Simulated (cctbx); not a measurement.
# Accept or mend?

Cell a = 5.4000 Å, b = 5.4000 Å, c = 5.4000 Å, α = 90.00°, β = 90.00°, γ = 90.00°; space group P2_13 (no. 198). The compound is MgNiP.

The data are simulated with cctbx, not measured: Mo Kα, λ = 0.71073 Å, to d = 0.6 Å, 95 % of the full sphere, strongest reflection 20000 counts, noise from counting, a 2 % proportional error and a noise floor of 4 counts (s.d.); no absorption, and some extinction, which the refinements don't model.

An anisotropic refinement with weights 1/σ² prints:

```text
Rint 0.022, 262 unique reflections to 0.60 A
cycle     R1     wR2    GooF  max shift (A)
   1  0.1107  0.2591  21.578   0.00025
   2  0.0256  0.0674   5.616   0.00002
final R1 0.0256 wR2 0.0674 GooF 5.616  parameters 9  data/parameter 29.1
atom        x        y        z      Ueq    occ   su(xyz)  su(Uiso or U11)
Ni1    0.34887  0.65113  0.15113   0.0088  1.000  0.00007  0.0002
Mg1    0.42006  0.42006  0.42006   0.0033  1.000  0.00018  0.0003
P1     0.86083  0.63917  0.36083   0.0312  1.000  0.00025  0.0004
difference map: max 1.26 min -1.53 rms 0.29
Q1    0.1121  0.6121  0.8879    4    1.27  0.30 A from Mg1
Q2    0.0672  0.5901  0.7248   12    0.67  1.06 A from Mg1
Q3    0.0282  0.4718  0.5282    4    0.52  1.15 A from Ni1
Q4    0.0281  0.8958  0.0972   12    0.44  1.46 A from P1
Q5    0.1118  0.1356  0.8618   12    0.40  1.51 A from P1
Q6    0.0549  0.2151  0.6493   12    0.36  0.89 A from Ni1
```

**Question.** Can this result stand? If not, what is the likely fault?

Mend it. The fault: elements exchanged: P1 is Mg and Mg1 is P. Against the right model at the same level, R1 goes from 0.0057 to 0.0256 and GooF from 1.09 to 5.62, U of Mg1 shrinks from 0.0147 to 0.0033 Å², U of P1 swells from 0.0184 to 0.0312 Å², the top difference peak, 1.3 e/Å³, lies on Mg1 and a hole of -1.5 e/Å³ opens. P1 has 3 electrons too many and its U swells to shed them, as expected; Mg1 has 3 electrons too few and its U shrinks to make up, as expected.

The compound is MgNiP. The right model at the same level gives:

```text
Rint 0.022, 262 unique reflections to 0.60 A
cycle     R1     wR2    GooF  max shift (A)
   1  0.0080  0.0195   1.623   0.00031
   2  0.0057  0.0131   1.093   0.00000
final R1 0.0057 wR2 0.0131 GooF 1.093  parameters 9  data/parameter 29.1
atom        x        y        z      Ueq    occ   su(xyz)  su(Uiso or U11)
Ni1    0.34890  0.65110  0.15110   0.0085  1.000  0.00001  0.0000
P1     0.42009  0.42009  0.42009   0.0147  1.000  0.00003  0.0001
Mg1    0.86077  0.63923  0.36077   0.0184  1.000  0.00005  0.0001
Flack x: 0.027(9)
Hooft y: -0.002(8)  Bijvoet pairs: 102
difference map: max 0.15 min -0.21 rms 0.05
Q1    0.0548  0.3140  0.2909   12    0.15  1.33 A from Mg1
Q2    0.0206  0.0206  0.0206    4    0.12  1.11 A from Mg1
Q3    0.0060  0.0349  0.3269   12    0.11  1.36 A from Mg1
Q4    0.1144  0.8343  0.7396   12    0.11  1.44 A from Mg1
Q5    0.0421  0.2731  0.4570   12    0.10  1.27 A from Ni1
Q6    0.2578  0.2422  0.7578    4    0.10  1.00 A from Ni1
```

The model was made for the exercise: a known structure type with other elements put in, its volume estimated, not relaxed; displacement parameters are assumed.

[Middle refinement cycles are left out of these outputs.]

[Logs are printed without paths, hosts, clocks, repeated set-up lines and the standing remarks that a program may print on its own settings, such as how far it seeks lower states.]
